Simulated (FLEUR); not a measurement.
# Co (c factor at fixed volume 1.25 on the database's cell): from one collinear state to anisotropy, part 2 of 2

Wanted: anisotropy for Co (c factor at fixed volume 1.25 on the database's cell), with the cost of each step.

FLEUR MaX-R8.1; PBE; all-electron FLAPW, Dirac cores, scalar-relativistic bands.

So far. Step 2 (The magnetic state): After 21 cycles the largest moment stands at 1.69 μB.

**5. Spin–orbit coupling, moments along [001]**

Level of this step: PBE; all-electron FLAPW, Dirac cores, scalar-relativistic bands with spin-orbit coupling (FLEUR).

Spin–orbit coupling ties the spins to the lattice and lets orbital moments form.

A new self-consistent run of the start ferro ++, with the moments along z. The k list default-1 (kpts.xml, not shown) is a Γ-centred 29×29×11 mesh.

Contents of inp.xml:

```
<?xml version="1.0" encoding="UTF-8" standalone="no"?>
<fleurInput fleurInputVersion="0.39">
   <comment>
      Co
   </comment>
   <calculationSetup>
      <cutoffs Kmax="3.96" Gmax="11.9" GmaxXC="11.9" numbands="74"/>
      <scfLoop itmax="110" minDistance="0.00002" maxIterBroyd="15" imix="Anderson" alpha="0.05" precondParam="0.0" spinf="2.0" sdNocoIR="T"/>
      <coreElectrons ctail="T" frcor="F" kcrel="0" coretail_lmax="0"/>
      <xcFunctional name="pbe" relativisticCorrections="F"/>
      <magnetism jspins="2"/>
      <soc l_soc="T" theta="0.0" phi="0.0" spav="F"/>
      <expertModes spex="0" secvar="F"/>
      <geometryOptimization l_f="F" forcealpha="1.0" forcemix="BFGS" epsdisp="0.00001" epsforce="0.00001"/>
      <ldaU l_linMix="F" mixParam="0.05" spinf="1.0"/>
   </calculationSetup>
   <cell>
      <bzIntegration valenceElectrons="34.0" mode="hist" fermiSmearingEnergy="0.00183747">
         <kPointListSelection listName="default-1"/>
         <xi:include xmlns:xi="http://www.w3.org/2001/XInclude" href="kpts.xml"> </xi:include>
      </bzIntegration>
      <xi:include xmlns:xi="http://www.w3.org/2001/XInclude" href="sym.xml"> </xi:include>
      <bulkLattice scale="1.0">
         <bravaisMatrix>
            <row-1>    4.2380637223444388    -0.0000000001133836     0.0000000000000000</row-1>
            <row-2>   -2.1190318610682843     3.6702708464509635     0.0000000000000000</row-2>
            <row-3>    0.0000000000000000     0.0000000000000000     9.6137454431369243</row-3>
         </bravaisMatrix>
      </bulkLattice>
   </cell>
   <atomSpecies>
      <species name="Cobalt (Co2.000" element="Co" atomicNumber="27">
         <mtSphere radius="2.07" gridPoints="685" logIncrement="0.018"/>
         <atomicCutoffs lmax="8" lnonsphr="6"/>
         <electronConfig flipSpins="F">
            <coreConfig>(1s1/2) (2s1/2) (2p1/2) (2p3/2)</coreConfig>
            <valenceConfig>(3s1/2) (3p1/2) (3p3/2) (4s1/2) (3d3/2) (3d5/2)</valenceConfig>
            <stateOccupation state="(3d3/2)" spinUp="1.5" spinDown="1.3"/>
            <stateOccupation state="(3d5/2)" spinUp="3.0" spinDown="1.2"/>
         </electronConfig>
         <energyParameters s="4" p="4" d="3" f="4"/>
         <lo type="SCLO" l="0" n="3" eDeriv="0"/>
         <lo type="SCLO" l="1" n="3" eDeriv="0"/>
      </species>
   </atomSpecies>
   <atomGroups>
      <atomGroup species="Cobalt (Co2.000">
         <relPos label="                   1">1.000/3.000 -1.000/3.000 1.000/4.000</relPos>
         <relPos label="                   2">-1.000/3.000 1.000/3.000 -1.000/4.000</relPos>
         <force calculate="T" relaxXYZ="TTT"/>
      </atomGroup>
   </atomGroups>
   <output dos="F" band="F" slice="F">
      <bandDOS minEnergy="-.5*Htr" maxEnergy="0.5*Htr" sigma="0.015" storeEVData="T"/>
      <plotting iplot="0" polar="F">
         <plot TwoD="T" vec1="  1.0  0.0  0.0" vec2="  0.0  1.0  0.0" vec3="  0.0  0.0  1.0" zero="  0.0  0.0  0.0" file="plot"/>
      </plotting>
      <moessbauerParams electricFieldGradient="F" isomerShift="F" coreHyperfine="F" valenceHyperfine="F"/>
   </output>
</fleurInput>
```

Contents of crystal.txt:

```
Co
&input film=F cartesian=F /
2.24268674025  -0.00000000006  0.00000000000
-1.12134337007  1.94222368981  0.00000000000
0.00000000000  0.00000000000  5.08737500000
1.8897261246
1.0 1.0 1.0

2
27 0.33333333333  0.66666666667  0.25000000000 : 2.000
27 0.66666666667  0.33333333333  0.75000000000 : 2.000

&soc 0.0000000 0.0000000 /
&kpt div1=29 div2=29 div3=11 gamma=T /
```

Run with:

```
$ OMP_NUM_THREADS=1 inpgen -f crystal.txt > inpgen.log  # inp.xml is then edited as shown
$ OMP_NUM_THREADS=1 mpirun -n 4 fleur_MPI > fleur.log
```

Output:

```text
[banner, memory and clock lines left out]
Welcome to FLEUR        (www.flapw.de)
      MaX-Release 8.1          (www.max-centre.eu)

 ========== k-point set info ==========
 Selected k-point list: default-1
 k-point list type: mesh
 0 x 0 x 0
 Number of k points: 848

 [... set-up left out ...]
 Iteration:     1   Distance:      10.62731217 me/bohr^3
 Iteration:     2   Distance:      10.06810069 me/bohr^3
 Iteration:     3   Distance:       4.53372363 me/bohr^3
 Iteration:     4   Distance:       4.52539135 me/bohr^3
 Iteration:     5   Distance:       2.68782462 me/bohr^3
 Iteration:     6   Distance:       1.00859621 me/bohr^3
 Iteration:     7   Distance:       0.93861241 me/bohr^3
 Iteration:     8   Distance:       0.27744693 me/bohr^3
 Iteration:     9   Distance:       0.22172144 me/bohr^3
 Iteration:    10   Distance:       0.10087592 me/bohr^3
 Iteration:    11   Distance:       0.11167650 me/bohr^3
 Iteration:    12   Distance:       0.02667069 me/bohr^3
 Iteration:    13   Distance:       0.02429537 me/bohr^3
 Iteration:    14   Distance:       0.00660104 me/bohr^3
 Iteration:    15   Distance:       0.00270010 me/bohr^3
 Iteration:    16   Distance:       0.00264592 me/bohr^3
 Iteration:    17   Distance:       0.00160896 me/bohr^3
 Iteration:    18   Distance:       0.00069083 me/bohr^3
 Iteration:    19   Distance:       0.00016685 me/bohr^3
 Iteration:    20   Distance:       0.00032807 me/bohr^3
 Iteration:    21   Distance:       0.00009288 me/bohr^3
 Iteration:    22   Distance:       0.00002178 me/bohr^3
 Iteration:    23   Distance:       0.00000553 me/bohr^3

 ********************************************************************
 Run finished successfully
 Stop message:
   all done
 ********************************************************************

--- out.xml (last complete iteration) ---
<iteration numberForCurrentRun="   23" overallNumber="   23">
         [... left out ...]
         <bandgap value="0.0000000000" units="eV"/>
         <sumValenceSingleParticleEnergies value="-28.4164356811" units="Htr"/>
         <FermiEnergy value="0.3893179518" units="Htr"/>
         [... left out ...]
         <magneticMomentsInMTSpheres units="muBohr">
            <globalMagMoment atomType="1" vec="0.00000   0.00000   1.65239"/>
         </magneticMomentsInMTSpheres>
         <orbitalMomentsInMTSpheres units="muBohr">
            <globalMagMoment atomType="1" vec="0.00000   0.00000   0.04438"/>
         </orbitalMomentsInMTSpheres>
         [... left out ...]
         <totalEnergy value="    -2786.8973773522" units="Htr">
            <sumOfEigenvalues value="    -1602.9189766425">
               <coreElectrons value="-1574.5025409614"/>
               <valenceElectrons value="-28.4164356811"/>
            </sumOfEigenvalues>
         [... left out ...]
            <freeEnergy value="-2786.8982292913"/>
            <extrapolationTo0K value="-2786.8978033218"/>
         </totalEnergy>
         <densityConvergence units="me/bohr^3">
            <chargeDensity spin="1" distance="0.0000030040"/>
            <chargeDensity spin="2" distance="0.0000028434"/>
            <overallChargeDensity distance="0.0000019209"/>
            <spinDensity distance="0.0000055251"/>
         </densityConvergence>
      </iteration>
```

Run time: 7.3 min. Hardware: 4 MPI ranks of Arm Neoverse V1, shared host; peak memory 0.93 GiB.

This step gave:

```
free energy                                                       : -75835.3641 eV
program's band gap on this mesh (in a metal only a level spacing) : 0 eV
magnetization                                                     : 3.223 μB
final state                                                       : ferromagnetic
largest moment                                                    : 1.652 μB
orbital moment along the spin                                     : 0.04438 μB
```

Orbital moment in the sphere, along the spin axis by atom:

```csv
atom,"orbital moment in the sphere, along the spin axis (μB)"
Co1,0.0444
Co2,0.0444
```

**6. Results**

```
reference state                                                             : ferromagnetic
largest sphere moment                                                       : 1.69 μB
easy direction of those tried                                               : not resolved
energy along [100] less [001], force theorem                                : -0.0435 meV a primitive cell
orbital moment on the atom of largest spin, along its spin (spin–orbit run) : 0.0444 μB
```

In words: The lowest directions differ by less than these runs resolve; shape anisotropy is not included. The difference for the second direction goes from -0.29 meV (mesh 20×20×8, 74 states, 9.2 min of CPU time) to -0.044 meV (mesh 29×29×11, 74 states, 26 min), so it is not converged. On the atom of largest spin the orbital moment is almost quenched. The state was typed, and no other order was converged beside it, so it need not be the ground state.

[Logs and program files are shortened in this print: banners, set-up blocks, solver, clock and traceback lines can be left out without a mark of their own.]

[Logs are printed without paths, hosts, clocks, repeated set-up lines and the standing remarks that a program may print on its own settings, such as how far it seeks lower states.]

[Hosts, paths, dates, database ids (printed as entryN), source tags and the programs' standing remarks are cut or masked in the printed files.]

[Where a cell is said to come from a database of computed structures, the database is the Materials Project.]
